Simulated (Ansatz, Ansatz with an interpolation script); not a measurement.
## Settings in Wannier-interpolated G0W0: KRb2RhF6 (Fm-3m)

How do the Wannier model and the GW settings move the interpolated bands of KRb2RhF6 (Fm-3m)?

Method: maximally localised Wannier functions, LDA, plane waves, PAW; PAW set soft_1, in Ansatz 0.2.0.

**1. The starting structure**

It takes space group Fm-3m (No. 225, cubic). The conventional cell has a = 8.876 Å, b = 8.876 Å, c = 8.876 Å, α = 90.00°, β = 90.00°, γ = 90.00°. Nearest to K lie 6 F at 2.45 Å. Nearest to Rb lie 12 F at 3.15 Å. Nearest to Rh lie 6 F at 1.99 Å. Nearest to F lie 1 Rh at 1.99 Å and 1 K at 2.45 Å and 4 Rb at 3.15 Å. Farther neighbours and most contacts between anions are not listed.

Coordinates:

```cif
data_structure
_symmetry_space_group_name_H-M 'Fm-3m'
_symmetry_Int_Tables_number 225
_cell_length_a 8.8760
_cell_length_b 8.8760
_cell_length_c 8.8760
_cell_angle_alpha 90.000
_cell_angle_beta 90.000
_cell_angle_gamma 90.000
_cell_volume 699.28
loop_
_atom_site_label
_atom_site_type_symbol
_atom_site_symmetry_multiplicity
_atom_site_Wyckoff_symbol
_atom_site_fract_x
_atom_site_fract_y
_atom_site_fract_z
_atom_site_occupancy
K1 K 4 b 0.50000 0.00000 0.00000 1
Rb1 Rb 8 c 0.25000 0.75000 0.75000 1
Rh1 Rh 4 a 0.00000 0.00000 0.00000 1
F1 F 24 e 0.22400 0.00000 0.00000 1
```

The cell and positions come from the Crystallography Open Database and are kept as given unless a step says otherwise.

**2. Wannier model on 8×8×8**

input.yaml reads:

```yaml
crystal:
  lattice:
    - [0.0, 4.438, 4.438]
    - [4.438, 0.0, 4.438]
    - [4.438, 4.438, 0.0]
  atoms:
    - { symbol: K, position: [0.5, 0.5, 0.5] }
    - { symbol: Rb, position: [0.25, 0.25, 0.25] }
    - { symbol: Rb, position: [0.75, 0.75, 0.75] }
    - { symbol: Rh, position: [0.0, 0.0, 0.0] }
    - { symbol: F, position: [0.776, 0.224, 0.224] }
    - { symbol: F, position: [0.224, 0.776, 0.224] }
    - { symbol: F, position: [0.224, 0.776, 0.776] }
    - { symbol: F, position: [0.776, 0.224, 0.776] }
    - { symbol: F, position: [0.224, 0.224, 0.776] }
    - { symbol: F, position: [0.776, 0.776, 0.224] }
kpoints:
  mp_grid: { grid: [4, 4, 4] }
hamiltonian:
  xc: lda
  pseudopotentials: { kind: paw, azcp: { folder: soft_1 }, xc_functional: pbe }
scf:
  occupations: { method: fixed }
  n_extra_bands: 92
output:
  wannier:
    kmesh: [8, 8, 8]
    projections: [{ species: F, l: p, shell: 2 }, { species: Rh, l: d, shell: 4 }]
    minimise: true
    write_hr: true
    seedname: w
    conv_tol: 1.0e-06
    max_iter: 20000
    stability_check: false
    disentanglement:
      window: [0.76, 14.19]
      frozen_window: [0.76, 8.26]
      conv_tol: 1.0e-08
```

The run is started by

```
$ ansatz run input.yaml --threads 8 --pin off --max-ram 18432MiB --backend cpu --events-out ev --progress --plain --runs-dir out
```

Numbers of over 12 decimals in the logs are rounded to 6 here.

What it wrote:

```text
scf.n_extra_bands = 92 over 43 filled bands (N_el = 86.0): the run solves 135 bands
Engine: ansatz 0.2.0, aarch64-unknown-linux-gnu
Pseudopotentials: kind: paw
Pseudopotential: K, paw, valence charge 9, recommended cutoff 420 eV (normal), soft_1/K.paw.azcp
Pseudopotential: Rb, paw, valence charge 9, recommended cutoff 420 eV (normal), soft_1/Rb.paw.azcp
Pseudopotential: Rh, paw, valence charge 17, recommended cutoff 420 eV (normal), soft_1/Rh.paw.azcp
Pseudopotential: F, paw, valence charge 7, recommended cutoff 420 eV (normal), soft_1/F.paw.azcp
Functional definition: SPW92
  exchange = slater_x
  correlation = pw_c
Crystal: 10 atoms, lattice volume = 174.820 Å³
Basis set: ecut = 420 eV, 3479 PW (Γ)
Bands: 135, of which v1, the nominal top of the filled ones, is band 43 counted from 1 (42 counted from 0)
Symmetry: 48 space group operations
Space group: Fm-3m (ITA 225), of the structure as read, at distance tolerance 5.6e-5 Å
k-points: 8 of 64
Non-local potential: K, projectors of the file, l = 0: 3, l = 1: 2, l = 2: 2
Non-local potential: Rb, projectors of the file, l = 0: 3, l = 1: 2, l = 2: 2
Non-local potential: Rh, projectors of the file, l = 0: 3, l = 1: 2, l = 2: 2, l = 3: 1
Non-local potential: F, projectors of the file, l = 0: 2, l = 1: 2, l = 2: 1
PAW form: soft (Blöchl's): semilocal exchange-correlation on the pseudo side does not see the compensation charge
PAW frozen core: K, regenerated for the run's functional, and the local potential with it (the file was generated under x = pbe(κ = 0.804, μ = 0.219515), c = pbe(β = 0.066725))
PAW frozen core: Rb, regenerated for the run's functional, and the local potential with it (the file was generated under x = pbe(κ = 0.804, μ = 0.219515), c = pbe(β = 0.066725))
PAW frozen core: Rh, regenerated for the run's functional, and the local potential with it (the file was generated under x = pbe(κ = 0.804, μ = 0.219515), c = pbe(β = 0.066725))
PAW frozen core: F, regenerated for the run's functional, and the local potential with it (the file was generated under x = pbe(κ = 0.804, μ = 0.219515), c = pbe(β = 0.066725))
PAW one-centre angular grid: K, 110 points (default); XC on 64 Gauss nodes
PAW one-centre angular grid: Rb, 110 points (default); XC on 64 Gauss nodes
PAW one-centre angular grid: Rh, 590 points (default); XC on 64 Gauss nodes
PAW one-centre angular grid: F, 110 points (default); XC on 64 Gauss nodes
Initial density: superposition of atomic densities (chi_scale 0.1, normalization cell, long waves kept (reshape's long-wave potential 0.02 eV rms))
Initial wavefunctions: pseudopotential atomic-orbital guess
Functional: x = slater, c = lda
SCF iter   1: F=—  HF=-18898.098180 eV  |F-HF|=—  |Δ(HF+E_count)|=         —  Δρ=1.68e-1  dr2=4.16e1  ethr=3.10e-3  ⟨swp⟩=4.8  Hψ=3805  notcnv=0  defer=693
preconditioner: auto → Resta (q_TF=auto, 2.424 Å⁻¹)  ε∞=1.8  [insulator: Δε(μ)=1.382 eV  Ē_g=27.234 eV  n_scr=50 (ndim 8)  ℏωp=23.8 eV  f_vac=0.006  ε∞_Penn≈1.8]
SCF iter   2: F=—  HF=-18888.790619 eV  |F-HF|=—  |Δ(HF+E_count)|=    9.31e0  Δρ=1.00e-1  dr2=1.08e1  ethr=3.10e-3  ⟨swp⟩=3.0  Hψ=1624  notcnv=0  defer=698
SCF iter   3: F=—  HF=-18886.269781 eV  |F-HF|=—  |Δ(HF+E_count)|=    2.52e0  Δρ=2.67e-2  dr2=6.74e-1  ethr=3.10e-3  ⟨swp⟩=3.0  Hψ=1568  notcnv=0  defer=720
SCF iter   4: F=—  HF=-18886.106509 eV  |F-HF|=—  |Δ(HF+E_count)|=   1.63e-1  Δρ=1.12e-2  dr2=1.59e-1  ethr=7.84e-4  ⟨swp⟩=2.0  Hψ=1288  notcnv=0  defer=716
SCF iter   5: F=—  HF=-18886.080554 eV  |F-HF|=—  |Δ(HF+E_count)|=   2.60e-2  Δρ=3.26e-3  dr2=1.11e-2  ethr=1.84e-4  ⟨swp⟩=2.0  Hψ=1264  notcnv=0  defer=718
SCF iter   6: F=—  HF=-18886.080639 eV  |F-HF|=—  |Δ(HF+E_count)|=   8.50e-5  Δρ=9.34e-4  dr2=1.23e-3  ethr=1.29e-5  ⟨swp⟩=2.0  Hψ=712  notcnv=0  defer=720
SCF iter   7: F=—  HF=-18886.080469 eV  |F-HF|=—  |Δ(HF+E_count)|=   1.70e-4  Δρ=1.54e-4  dr2=4.71e-5  ethr=1.43e-6  ⟨swp⟩=2.0  Hψ=575  notcnv=0  defer=709
SCF iter   8: F=—  HF=-18886.080624 eV  |F-HF|=—  |Δ(HF+E_count)|=   1.54e-4  Δρ=2.78e-5  dr2=1.49e-6  ethr=5.48e-8  ⟨swp⟩=2.0  Hψ=555  notcnv=0  defer=688
SCF iter   9: F=-18886.080623 eV  HF=-18886.080623 eV  |F-HF|=9.06e-9  |Δ(HF+E_count)|=   1.19e-7  Δρ=2.04e-6  dr2=1.41e-8  ethr=1.16e-10  ⟨swp⟩=13.2  Hψ=9147  notcnv=0
SCF 1 converged in 9 iterations: F = -18886.080623 eV  dr2 = 1.41e-8
[...]
NSCF: frozen V_eff on 32 k-points
the Wannier pass solved 32 of the 512 points of its mesh, and has the states at the others by symmetry: states obtained by the crystal's operations at points that were solved too leave a residual of 8.28e-13 eV (read by the count's bands and the next), within 5.56e-6 eV
SCF converged after 9 iterations
Free energy (F): -18886.080623 eV
Harris-Foulkes:  -18886.080623 eV  (|F-HF|=9.06e-9)
Internal energy: -18886.080623 eV  (E = F + TS)
E sigma→0 (E₀):  -18886.080623 eV
Fermi energy:    4.862281 eV
--- Per-component energies (eV) ---
  E_band       = -780.984662
  E_kinetic    = 2325.438961
  E_local      = -8802.164065  (includes V_loc(G=0)·N_el)
  E_nonlocal   = 1239.558590
  E_hartree    = 3279.634356
  E_xc         = -1028.787453
  E_vxc        = -1256.752376  (∫ρ·V_xc dr)
  E_paw        = -10426.836064  (= ΣΔE_a)
  E_vpaw       = -846.328622  (= ΣTr[D̂ρ^β])
  E_aug_tail   = 0.004414  (compensation charges beyond the density's cutoff)
  E_ewald      = -5475.031373
  E_core_change = 2.102010  (= ΣΔE_core)
  E_smearing   = -0.000000  (= −TS)
  E_closure    = 0.000000  (closes the sum)
  Σ components = -18886.080623   (vs F -18886.080623, Δ=0.00e0)
--- Band table (eV; the first three rows and the last of 8) ---
  k-point 0: bands = [... 39 lower, 1.7714, 4.7219, 4.7219, 4.7219, 6.9943, 6.9943, 8.2760, 10.9744, ... 88 higher]
  k-point 1: bands = [... 39 lower, 1.7270, 4.7473, 4.7641, 4.7641, 7.0732, 7.0732, 8.9266, 11.3310, ... 88 higher]
  k-point 2: bands = [... 39 lower, 1.6700, 4.7722, 4.8038, 4.8038, 7.1503, 7.1503, 10.3420, 10.3788, ... 88 higher]
  k-point 7: bands = [... 39 lower, 1.6537, 4.7763, 4.7763, 4.8622, 6.8953, 7.1070, 10.8956, 10.8956, ... 88 higher]
Error: <dir> a combination of the trial orbitals is all but absent from every band inside the outer window at ik = 36: its weight there is 5.1e-15 of the largest combination's or less, which the computation cannot tell from zero, so that the projections give no starting gauge (the trial orbitals are those of output.wannier.projections, and ik = 36 is k-point 37 of the .win and .amn files); widen output.wannier.disentanglement.window
```

The job ended after 30 s (8 threads of Arm Neoverse V2, shared host; peak memory 4.9 GiB).

The run ended with an error after its SCF cycle had converged; no result of it is taken.

The program's message: “Error: <dir> a combination of the trial orbitals is all but absent from every band inside the outer window at ik = 36: its weight there is 5.1e-15 of the largest combination's or less, which the compu …”

**3. Wannier model on 8×8×8**

Localised functions give a small Hamiltonian that interpolates between mesh points at no cost.

Changes to input.yaml since step 2:

```diff
@@ -27,3 +27,6 @@
     kmesh: [8, 8, 8]
-    projections: [{ species: F, l: p, shell: 2 }, { species: Rh, l: d, shell: 4 }]
+    projections:
+      - { species: F, l: p, shell: 2 }
+      - { species: Rb, l: s, shell: 5 }
+      - { species: Rh, l: d, shell: 4 }
     minimise: true
@@ -35,4 +38,4 @@
     disentanglement:
-      window: [0.76, 14.19]
-      frozen_window: [0.76, 8.26]
+      window: [0.76, 29.26]
+      frozen_window: [0.76, 10.86]
       conv_tol: 1.0e-08
```

What it wrote:

```text
[...]
Crystal: 10 atoms, lattice volume = 174.820 Å³
Basis set: ecut = 420 eV, 3479 PW (Γ)
Bands: 135, of which v1, the nominal top of the filled ones, is band 43 counted from 1 (42 counted from 0)
Symmetry: 48 space group operations
[...]
k-points: 8 of 64
[...]
SCF iter   1: F=—  HF=-18898.098180 eV  |F-HF|=—  |Δ(HF+E_count)|=         —  Δρ=1.68e-1  dr2=4.16e1  ethr=3.10e-3  ⟨swp⟩=4.8  Hψ=3805  notcnv=0  defer=693
[...]
SCF iter   9: F=-18886.080623 eV  HF=-18886.080623 eV  |F-HF|=9.06e-9  |Δ(HF+E_count)|=   1.19e-7  Δρ=2.04e-6  dr2=1.41e-8  ethr=1.16e-10  ⟨swp⟩=13.2  Hψ=9147  notcnv=0
SCF 1 converged in 9 iterations: F = -18886.080623 eV  dr2 = 1.41e-8
[...]
NSCF: frozen V_eff on 32 k-points
[...]
SCF converged after 9 iterations
Free energy (F): -18886.080623 eV
[...]
Internal energy: -18886.080623 eV  (E = F + TS)
E sigma→0 (E₀):  -18886.080623 eV
Fermi energy:    4.862281 eV
[...]
--- Band table (eV; the first three rows and the last of 8) ---
  k-point 0: bands = [... 39 lower, 1.7714, 4.7219, 4.7219, 4.7219, 6.9943, 6.9943, 8.2760, 10.9744, ... 88 higher]
  k-point 1: bands = [... 39 lower, 1.7270, 4.7473, 4.7641, 4.7641, 7.0732, 7.0732, 8.9266, 11.3310, ... 88 higher]
  k-point 2: bands = [... 39 lower, 1.6700, 4.7722, 4.8038, 4.8038, 7.1503, 7.1503, 10.3420, 10.3788, ... 88 higher]
  k-point 7: bands = [... 39 lower, 1.6537, 4.7763, 4.7763, 4.8622, 6.8953, 7.1070, 10.8956, 10.8956, ... 88 higher]
Wannier search: line search 1 of at most 20000: gauge-dependent spread (as the search counts it) 42.3345925 Å², largest recent change 1.5e1 Å² against conv_tol 1.0e-6 Å², 0 stops escaped
[...]
WARN: <dir> 4980 periodic images of 4832 elements of H(R) lie 4.88e-4 to 1.95e-3 Å beyond their element's nearest image, near the 9.77e-4 Å window within which an element is shared among its images; whether they share it moves the interpolated H(k) by 1.0e-2 eV (Frobenius norm, root mean square over the Brillouin zone); at the model's own mesh points H(k) does not change
```

The job ended after 70 s (8 threads; peak memory 4.9 GiB; 6.1 min of CPU time).

Numbers from this step:

* gauge-invariant spread: 61.41 Å²
* diagonal spread: 0.04052 Å²
* off-diagonal spread: 16.06 Å²
* total spread: 77.51 Å²
* least projectability: 1.79e-4
* localisation steps: 326
* disentanglement steps: 851
* r.m.s. interpolation error: 0.002542 eV
* r.m.s. error near the gap: 0.004020 eV

Near the gap the model misses directly solved bands by 4.0 meV r.m.s. and by 48 meV at most in the window tested. This tests the starting bands, not the corrections carried with them.

Frozen up to 5.99 eV; above it the model need not follow the bands. The electronic bands at the labelled points (eV, zero at the valence-band top):

```
    point  band 40  band 41  band 42  band 43  band 44  band 45  band 46  band 47
        Γ    -3.09    -0.14    -0.14    -0.14     2.13     2.13     3.41     8.14
  halfway    -3.10    -0.16    -0.06    -0.06     2.14     2.19     4.26     8.11
        X    -3.10    -0.19     0.00     0.00     1.99     2.15     5.51     7.01
  halfway    -3.11    -0.17    -0.01     0.00     2.01     2.17     5.59     6.96
        U    -3.15    -0.13    -0.03    -0.02     2.06     2.22     5.82     6.27
jump to K    -3.15    -0.13    -0.03    -0.02     2.06     2.22     5.82     6.27
  halfway    -3.15    -0.11    -0.09    -0.07     2.16     2.26     4.36     8.00
        Γ    -3.09    -0.14    -0.14    -0.14     2.13     2.13     3.41     8.14
  halfway    -3.14    -0.12    -0.10    -0.10     2.21     2.21     4.06     8.12
        L    -3.19    -0.09    -0.06    -0.06     2.29     2.29     5.48     5.52
  halfway    -3.20    -0.09    -0.07    -0.03     2.16     2.27     5.69     5.77
        W    -3.21    -0.09    -0.09     0.00     2.03     2.24     6.13     6.13
  halfway    -3.13    -0.16    -0.02     0.00     2.02     2.19     5.66     6.86
        X    -3.10    -0.19     0.00     0.00     1.99     2.15     5.51     7.01
```

The same for Kohn-Sham, solved directly:

```
point  band 40  band 41  band 42  band 43  band 44  band 45  band 46  band 47
    Γ    -3.09    -0.14    -0.14    -0.14     2.13     2.13     3.41     6.11
    X    -3.10    -0.19     0.00     0.00     1.99     2.15     5.51     6.46
    U    -3.15    -0.13    -0.03    -0.02     2.06     2.22     5.82     6.07
    K    -3.15    -0.13    -0.03    -0.02     2.06     2.22     5.82     6.07
    Γ    -3.09    -0.14    -0.14    -0.14     2.13     2.13     3.41     6.11
    L    -3.19    -0.09    -0.06    -0.06     2.29     2.29     5.48     5.52
    W    -3.21    -0.09    -0.09     0.00     2.03     2.24     6.03     6.03
    X    -3.10    -0.19     0.00     0.00     1.99     2.15     5.51     6.46
```

**4. Wannier model on 4×4×4**

Changes to input.yaml since step 3:

```diff
@@ -26,3 +26,3 @@
   wannier:
-    kmesh: [8, 8, 8]
+    kmesh: [4, 4, 4]
     projections:
```

What it wrote:

```text
[...]
Crystal: 10 atoms, lattice volume = 174.820 Å³
Basis set: ecut = 420 eV, 3479 PW (Γ)
Bands: 135, of which v1, the nominal top of the filled ones, is band 43 counted from 1 (42 counted from 0)
Symmetry: 48 space group operations
[...]
k-points: 8 of 64
[...]
SCF iter   1: F=—  HF=-18898.098180 eV  |F-HF|=—  |Δ(HF+E_count)|=         —  Δρ=1.68e-1  dr2=4.16e1  ethr=3.10e-3  ⟨swp⟩=4.8  Hψ=3805  notcnv=0  defer=693
[...]
SCF iter   9: F=-18886.080623 eV  HF=-18886.080623 eV  |F-HF|=9.06e-9  |Δ(HF+E_count)|=   1.19e-7  Δρ=2.04e-6  dr2=1.41e-8  ethr=1.16e-10  ⟨swp⟩=13.2  Hψ=9147  notcnv=0
SCF 1 converged in 9 iterations: F = -18886.080623 eV  dr2 = 1.41e-8
[...]
SCF converged after 9 iterations
Free energy (F): -18886.080623 eV
[...]
Internal energy: -18886.080623 eV  (E = F + TS)
E sigma→0 (E₀):  -18886.080623 eV
Fermi energy:    4.862281 eV
[...]
--- Band table (eV; the first three rows and the last of 8) ---
  k-point 0: bands = [... 39 lower, 1.7714, 4.7219, 4.7219, 4.7219, 6.9943, 6.9943, 8.2760, 10.9744, ... 88 higher]
  k-point 1: bands = [... 39 lower, 1.7270, 4.7473, 4.7641, 4.7641, 7.0732, 7.0732, 8.9266, 11.3310, ... 88 higher]
  k-point 2: bands = [... 39 lower, 1.6700, 4.7722, 4.8038, 4.8038, 7.1503, 7.1503, 10.3420, 10.3788, ... 88 higher]
  k-point 7: bands = [... 39 lower, 1.6537, 4.7763, 4.7763, 4.8622, 6.8953, 7.1070, 10.8956, 10.8956, ... 88 higher]
[...]
```

Wall time 22 s (8 threads); peak memory 1.2 GiB; 2.4 min of CPU time.

Numbers from this step:

- gauge-invariant spread: 43.64 Å²
- diagonal spread: 0.009051 Å²
- off-diagonal spread: 5.646 Å²
- total spread: 49.30 Å²
- least projectability: 8.48e-9
- localisation steps: 450
- disentanglement steps: 3574
- r.m.s. interpolation error: 0.03216 eV
- r.m.s. error near the gap: 0.05095 eV

Near the gap the model misses directly solved bands by 50.9 meV r.m.s. and by 515 meV at most in the window tested. This tests the starting bands, not the corrections carried with them.

Frozen up to 5.99 eV; above it the model need not follow the bands. The electronic bands at the labelled points (eV, zero at the valence-band top; v1 is the highest filled band, c1 the lowest empty one):

```
    point     v4     v3     v2     v1    c1    c2    c3    c4
        Γ  -3.09  -0.14  -0.14  -0.14  2.13  2.13  3.41  9.20
  halfway  -3.10  -0.16  -0.06  -0.06  2.14  2.19  4.26  8.37
        X  -3.10  -0.19   0.00   0.00  1.99  2.15  5.51  7.20
  halfway  -3.11  -0.17  -0.01   0.00  2.01  2.17  5.65  7.24
        U  -3.15  -0.13  -0.03  -0.02  2.06  2.22  6.11  6.69
jump to K  -3.15  -0.13  -0.03  -0.02  2.06  2.22  6.04  6.98
  halfway  -3.15  -0.11  -0.09  -0.07  2.16  2.26  4.35  8.28
        Γ  -3.09  -0.14  -0.14  -0.14  2.13  2.13  3.41  9.20
  halfway  -3.14  -0.12  -0.10  -0.10  2.21  2.21  4.06  8.40
        L  -3.19  -0.09  -0.06  -0.06  2.29  2.29  5.48  5.52
  halfway  -3.20  -0.09  -0.07  -0.03  2.16  2.27  5.93  6.08
        W  -3.21  -0.09  -0.09   0.00  2.03  2.24  6.52  6.78
  halfway  -3.13  -0.15  -0.02   0.00  2.02  2.19  5.81  7.25
        X  -3.10  -0.19   0.00   0.00  1.99  2.15  5.51  7.20
```

The same for Kohn-Sham, solved directly:

```
point     v4     v3     v2     v1    c1    c2    c3    c4
    Γ  -3.09  -0.14  -0.14  -0.14  2.13  2.13  3.41  6.11
    X  -3.10  -0.19   0.00   0.00  1.99  2.15  5.51  6.46
    U  -3.15  -0.13  -0.03  -0.02  2.06  2.22  5.82  6.07
    K  -3.15  -0.13  -0.03  -0.02  2.06  2.22  5.82  6.07
    Γ  -3.09  -0.14  -0.14  -0.14  2.13  2.13  3.41  6.11
    L  -3.19  -0.09  -0.06  -0.06  2.29  2.29  5.48  5.52
    W  -3.21  -0.09  -0.09   0.00  2.03  2.24  6.03  6.03
    X  -3.10  -0.19   0.00   0.00  1.99  2.15  5.51  6.46
```

[end of part 1 of 2]

[Paths, hosts, dates, memory and timing lines, banners, echoed tables and standing remarks are left out of the program output.]

[Logs are printed without paths, hosts, clocks, repeated set-up lines and the standing remarks that a program may print on its own settings, such as how far it seeks lower states.]

[Runs of the session that timed out or met a known fault of the program may be left out.]

[Hosts, paths, dates, database ids (printed as entryN), source tags and the programs' standing remarks are cut or masked in the printed files.]
